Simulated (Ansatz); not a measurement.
# The false plateau in GW convergence: K2CdSe2O6 (R-3m), part 2 of 2

Aim: vary empty bands and screening cutoff apart and together in G0W0 on K2CdSe2O6 (R-3m).

Ansatz 0.2.0; G0W0 on PBE, plane waves, PAW; PAW set soft_1. Known limits of the many-body steps: not at the basis limit; d shell near the gap, gap tends to lie low; no spin-orbit coupling; coarse k mesh.

So far. Step 6 (142 empty bands, screening to 150 eV): The G0W0 gap on the mesh is 5.860 eV.

### Step 7. 740 empty bands, screening to 150 eV

input.yaml reads:

```yaml
crystal:
  lattice:
    - [2.84875, 1.6447265794, 6.3162]
    - [-2.84875, 1.6447265794, 6.3162]
    - [0.0, -3.2894531587, 6.3162]
  atoms:
    - { symbol: K, position: [0.8028368916, 0.8028368916, 0.8028368916] }
    - { symbol: K, position: [0.1971631084, 0.1971631084, 0.1971631084] }
    - { symbol: Cd, position: [0.0, 0.0, 0.0] }
    - { symbol: Se, position: [0.6229802507, 0.6229802507, 0.6229802507] }
    - { symbol: Se, position: [0.3770197493, 0.3770197493, 0.3770197493] }
    - { symbol: O, position: [0.7422192338, 0.269620956, 0.7422192338] }
    - { symbol: O, position: [0.7422192338, 0.7422192338, 0.269620956] }
    - { symbol: O, position: [0.269620956, 0.7422192338, 0.7422192338] }
    - { symbol: O, position: [0.2577807662, 0.730379044, 0.2577807662] }
    - { symbol: O, position: [0.730379044, 0.2577807662, 0.2577807662] }
    - { symbol: O, position: [0.2577807662, 0.2577807662, 0.730379044] }
kpoints:
  mp_grid: { grid: [2, 2, 2] }
hamiltonian:
  xc: pbe
  pseudopotentials: { kind: paw, azcp: { folder: soft_1 } }
scf:
  occupations: { method: fixed }
gw:
  n_empty_bands: 740
  ecut_chi: 150
  qp_bands: [v3, c3]
  qp_kpoints: band_edges
  screening: { model: contour_deformation }
```

Run with:

```
$ ansatz run input.yaml --threads 2 --pin off --max-ram 92160MiB --backend cuda --events-out ev --progress --plain --runs-dir out --devices 1 --max-vram 13GiB
```

Numbers of over 12 decimals in the logs are rounded to 6 here.

What it wrote:

```text
GPUs: using 1 of 1 available (devices: 1).
[...]
GPU FFT provider: cuFFT
GPU libraries: cuBLAS 13.8.2, cuFFT 12.4.0, cuSOLVER 12.3.4
Crystal: 11 atoms, lattice volume = 177.564 Å³
Basis set: ecut = 420 eV, 3465 PW (Γ)
Bands: 64, of which v1, the nominal top of the filled ones, is band 53 counted from 1 (52 counted from 0)
Symmetry: 12 space group operations
[...]
k-points: 4 of 8
[...]
1    52      5.2968   -27.7508     4.4008   -22.3534  0.7526     4.2845     4.3002  root
[...]
3    53      5.2825   -26.3652     4.7535   -20.5752  0.7409     4.2274     4.2460  root
     3    54      9.7566   -10.8868    -4.3413   -16.2915  0.8178    10.8313    10.8200  root
     3    55     10.1787   -10.1952    -3.9394   -15.1874  0.8194    11.2426    11.2316  root
     3    56     10.2561   -11.0412    -3.4958   -15.6450  0.8019    11.3769    11.3641  root
[key lines of the parts left out:]
SCF converged after 11 iterations
Free energy (F): -25671.963039 eV
Fermi energy:    5.537330 eV
```

Run time: 14 s. Hardware: 1 × NVIDIA H100 80GB HBM3 (shared by 6 runs) with 2 threads of AMD EPYC 7R13 (Zen 3), shared host; peak memory 1.7 GiB.

The G0W0 gap on the mesh is 5.815 eV.

### Step 8. 1315 empty bands, screening to 220 eV

Edit input.yaml of step 7 so:

```diff
@@ -25,4 +25,4 @@
 gw:
-  n_empty_bands: 740
-  ecut_chi: 150
+  n_empty_bands: 1315
+  ecut_chi: 220
   qp_bands: [v3, c3]
```

What it wrote:

```text
GPUs: using 1 of 1 available (devices: 1).
[...]
GPU FFT provider: cuFFT
GPU libraries: cuBLAS 13.8.2, cuFFT 12.4.0, cuSOLVER 12.3.4
Crystal: 11 atoms, lattice volume = 177.564 Å³
Basis set: ecut = 420 eV, 3465 PW (Γ)
Bands: 64, of which v1, the nominal top of the filled ones, is band 53 counted from 1 (52 counted from 0)
Symmetry: 12 space group operations
[...]
k-points: 4 of 8
[...]
1    52      5.2968   -27.7508     4.2567   -22.3534  0.7502     4.1351     4.1561  root
[...]
3    53      5.2825   -26.3652     4.6025   -20.5752  0.7386     4.0700     4.0950  root
     3    54      9.7566   -10.8868    -4.4451   -16.2915  0.8168    10.7252    10.7161  root
     3    55     10.1787   -10.1952    -4.0449   -15.1874  0.8184    11.1348    11.1261  root
     3    56     10.2561   -11.0412    -3.5964   -15.6450  0.8010    11.2738    11.2635  root
[key lines of the parts left out:]
SCF converged after 11 iterations
Free energy (F): -25671.963039 eV
Fermi energy:    5.537330 eV
```

Elapsed: 23 s, on 1 × NVIDIA H100 80GB HBM3 (shared by 6 runs) with 2 threads; peak memory 2.6 GiB; 36 s of CPU time.

The G0W0 gap on the mesh is 5.869 eV.

### Step 9. 403 empty bands, screening to 300 eV

Edit input.yaml of step 8 so:

```diff
@@ -25,4 +25,4 @@
 gw:
-  n_empty_bands: 1315
-  ecut_chi: 220
+  n_empty_bands: 403
+  ecut_chi: 300
   qp_bands: [v3, c3]
```

What it wrote:

```text
GPUs: using 1 of 1 available (devices: 1).
[...]
GPU FFT provider: cuFFT
GPU libraries: cuBLAS 13.8.2, cuFFT 12.4.0, cuSOLVER 12.3.4
Crystal: 11 atoms, lattice volume = 177.564 Å³
Basis set: ecut = 420 eV, 3465 PW (Γ)
Bands: 64, of which v1, the nominal top of the filled ones, is band 53 counted from 1 (52 counted from 0)
Symmetry: 12 space group operations
[...]
k-points: 4 of 8
[...]
1    52      5.2968   -27.7508     4.5620   -22.3534  0.7491     4.4505     4.4613  root
[...]
3    53      5.2825   -26.3652     4.9049   -20.5752  0.7375     4.3840     4.3975  root
     3    54      9.7566   -10.8868    -4.1539   -16.2915  0.8169    11.0233    11.0073  root
     3    55     10.1787   -10.1952    -3.7942   -15.1874  0.8182    11.3912    11.3768  root
     3    56     10.2561   -11.0412    -3.3521   -15.6450  0.8008    11.5242    11.5078  root
[key lines of the parts left out:]
SCF converged after 11 iterations
Free energy (F): -25671.963039 eV
Fermi energy:    5.537330 eV
```

The job ended after 16 s (1 × NVIDIA H100 80GB HBM3 (shared by 6 runs) with 2 threads; peak memory 3.4 GiB).

The G0W0 gap on the mesh is 5.839 eV.

### Step 10. The grid

Start PBE, 2×2×2 mesh. Times are wall times on 1 × NVIDIA H100 80GB HBM3 (shared by 6 runs) with 2 threads of AMD EPYC 7R13 (Zen 3), shared host, good to a factor of about two.

| cutoff (eV) | plane waves at q = 0 | bands summed | gap (eV) | Σc valence (eV) | Σc conduction (eV) | time |
| --- | --- | --- | --- | --- | --- | --- |
| 50 | 145 | 195 | 5.830 | 3.95 | -3.75 | 7.2 s |
| 50 | 145 | 793 | 5.669 | 3.74 | -4.13 | 13 s |
| 100 | 401 | 456 | 5.744 | 3.71 | -4.08 | 10 s |
| 100 | 401 | 2148 | 5.721 | 3.56 | -4.25 | 72 s |
| 150 | 739 | 195 | 5.860 | 4.03 | -3.65 | 7.7 s |
| 150 | 739 | 793 | 5.815 | 3.52 | -4.20 | 14 s |
| 220 | 1293 | 1368 | 5.869 | 3.38 | -4.29 | 23 s |
| 300 | 2039 | 456 | 5.839 | 3.67 | -4.03 | 16 s |

### Step 11. Summary of results

| Property | Result |
| --- | --- |
| 195 bands, 50 eV | 5.830 eV |
| 793 bands, 50 eV | 5.669 eV |
| 456 bands, 100 eV | 5.744 eV |
| 2148 bands, 100 eV | 5.721 eV |
| 195 bands, 150 eV | 5.860 eV |
| 793 bands, 150 eV | 5.815 eV |
| 1368 bands, 220 eV | 5.869 eV |
| 456 bands, 300 eV | 5.839 eV |
| estimated limit along the diagonal | 5.94 eV |
| mesh and start | 2×2×2, PBE |

What this shows: At 50 eV, going from 195 to 793 bands moves the gap by −0.16 eV. At 100 eV, going from 456 to 2148 bands moves the gap by −0.02 eV. At 150 eV, going from 195 to 793 bands moves the gap by −0.05 eV. At 195 bands, raising the cutoff from 50 to 150 eV moves it by +0.03 eV. At 793 bands, raising the cutoff from 50 to 150 eV moves it by +0.15 eV. At 456 bands, raising the cutoff from 100 to 300 eV moves it by +0.10 eV. Along the diagonal, where both rise together, the two highest rungs point to 5.94 eV. Gaps are over the mesh's points; an edge off the mesh would be missed. A low cutoff hides what high bands add, so a band series at one cutoff can look settled before the gap is. The 2×2×2 mesh is coarse for this cell (its supercell is 14 Å along the shortest edge). The RPA ε∞ on it, from the PBE start, is 2.60 and 3.50; such meshes misread the long-range screening, most where the gap is narrow. A d shell, filled or nearly so, lies near the gap. One-shot GW converges very slowly in bands there, not always from below, and on a semilocal start the gap tends to come out low; starts rich in exact exchange can overshoot instead. The many-body steps are scalar-relativistic: spin-orbit coupling is not in them.

[Paths, hosts, dates, memory and timing lines, banners, echoed tables and standing remarks are left out of the program output.]

[Logs are printed without paths, hosts, clocks, repeated set-up lines and the standing remarks that a program may print on its own settings, such as how far it seeks lower states.]

[Runs of the session that timed out or met a known fault of the program may be left out.]

[Cells called generated may have been cut or substituted from an entry of the Crystallography Open Database or the Materials Project.]

[Hosts, paths, dates, database ids (printed as entryN), source tags and the programs' standing remarks are cut or masked in the printed files.]
